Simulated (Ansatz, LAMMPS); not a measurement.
**A faulty run on aqueous N(CH3)4+ and OH-, 1.2 mol of salt per kg of water at 280 K (163 atoms)**

Program: Ansatz 0.2.0. The cell: 4 C, 1 N, 109 H and 49 O.

input.yaml reads:

```yaml
crystal:
  lattice:
    - [11.65719, 0.0, 0.0]
    - [0.0, 11.65719, 0.0]
    - [0.0, 0.0, 11.65719]
  atoms:
    - { symbol: C, position: [0.70119, 0.33831, 0.4443] }
    - { symbol: "N", position: [0.74002, 0.23006, 0.49621] }
    - { symbol: C, position: [0.69064, 0.14012, 0.42323] }
    - { symbol: C, position: [0.69181, 0.22712, 0.61883] }
    - { symbol: C, position: [0.86633, 0.22561, 0.49444] }
    - { symbol: H, position: [0.73383, 0.40918, 0.48667] }
    - { symbol: H, position: [0.60875, 0.3487, 0.44959] }
    - { symbol: H, position: [0.72862, 0.33778, 0.35513] }
    - { symbol: H, position: [0.69488, 0.15732, 0.32675] }
    - { symbol: H, position: [0.74399, 0.06462, 0.43154] }
    - { symbol: H, position: [0.60612, 0.12584, 0.45275] }
    - { symbol: H, position: [0.72085, 0.30559, 0.66458] }
    - { symbol: H, position: [0.59714, 0.22037, 0.61822] }
    - { symbol: H, position: [0.72484, 0.1481, 0.65652] }
    - { symbol: H, position: [0.89486, 0.13453, 0.51871] }
    - { symbol: H, position: [0.89298, 0.2484, 0.41237] }
    - { symbol: H, position: [0.88937, 0.29085, 0.55245] }
    - { symbol: O, position: [0.21067, 0.52755, 0.83094] }
    [... 139 atom lines left out ...]
    - { symbol: H, position: [0.33501, 0.14608, 0.11565] }
    - { symbol: O, position: [0.02198, 0.91716, 0.00821] }
    - { symbol: H, position: [0.09535, 0.876, 0.02502] }
    - { symbol: H, position: [0.99162, 0.95212, 0.08042] }
    - { symbol: O, position: [0.26081, 0.37024, 0.4582] }
    - { symbol: H, position: [0.24409, 0.35422, 0.37975] }
kpoints:
  mp_grid: { grid: [1, 1, 1] }
hamiltonian:
  xc: pbe
  dispersion: d3bj
scf:
  occupations: { method: fixed }
  max_iter: 100
output:
  forces: true
ENCUT: 60
```

On the command line:

```sh
$ ansatz run input.yaml --threads 4 --pin off --max-ram 8192MiB --backend cpu --events-out ev --progress --plain --runs-dir out
```

Log:

```text
Error: YAML parse error: error: line 180 column 1: unknown field `ENCUT`, expected one of crystal, accuracy, basis, kpoints, hamiltonian, magnetization, projection, total_charge, correlation, batch, efield, external_charges, scf, relax, neb, [...]
   --> <input>:180:1
    |
178 | output:
179 |   forces: true
180 | ENCUT: 60
    | ^ unknown field `ENCUT`, expected one of crystal, accuracy, basis, kpoints, hamiltonian, magnetization, projection, total_charge, correlation, batch, efield, external_charges, scf, relax, neb, saddle, md, ramp, phonons, dielectric, real_time, elastic, magnetic_configurations, gw, evaluate, workflow, output, checkpoint, execution
```

It took 0.03 s on 4 threads of Arm Neoverse V1, shared host; peak memory 0.022 GiB.

Q: Name the fault and the fix.

A keyword of another program: ENCUT = 60.

The fix is to take the foreign keyword out.

The program refused it before any cycle.

[Logs are printed without paths, hosts, clocks, repeated set-up lines and the standing remarks that a program may print on its own settings, such as how far it seeks lower states.]

[Hosts, paths, dates, database ids (printed as entryN), source tags and the programs' standing remarks are cut or masked in the printed files.]
